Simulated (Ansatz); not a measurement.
# A thicker film of CaO (110) from two thinner ones

In a field along its normal an insulating film takes a dipole p. Written as a length, p/(ε₀AE), it should grow by 1 − 1/ε for each ångström added.

**Method.** Ansatz 0.2.0, plane waves with PAW datasets (its set soft_2), PBE; rocksalt films relaxed at a bulk in-plane lattice constant near the measured one, then held in weak fields of both signs with a dipole correction (A is the cell's area, E the outer field).

| run | distance between the outer atoms (Å) | p/(ε₀AE) (Å) |
| --- | --- | --- |
| 5 units | 6.624 | 7.488 |
| 8 units | 11.762 | 11.205 |
| 12 units | 18.609 | ? |

**Question.** What value belongs in the row marked “?”, and how far can the other rows tell?

Two rows fix a line: slope = (11.205 − 7.488) / (11.762 − 6.624) = 0.7234, intercept 2.6963. That slope means ε = 1/(1 − 0.7234) = 3.62. At 18.609 it gives 0.7234 × 18.609 + 2.6963 = 16.158 Å, beyond the rows fitted. Rounding of the rows alone allows about ±0.003 Å there; two rows can't show whether the line holds.

The run itself gives 16.253 Å: a miss of +0.095 Å, or 0.6 % of the value. The length is met to within 1 %, though ε is more sensitive than the length: the two thickest films give ε = 3.81.

**Limits.** This is the electronic response alone. A unit is one step of the cut along the normal (a plane, a pair of planes or a cell), and the layers relax along it, away from their bulk spacing where the functional's lattice constant differs from the one held.
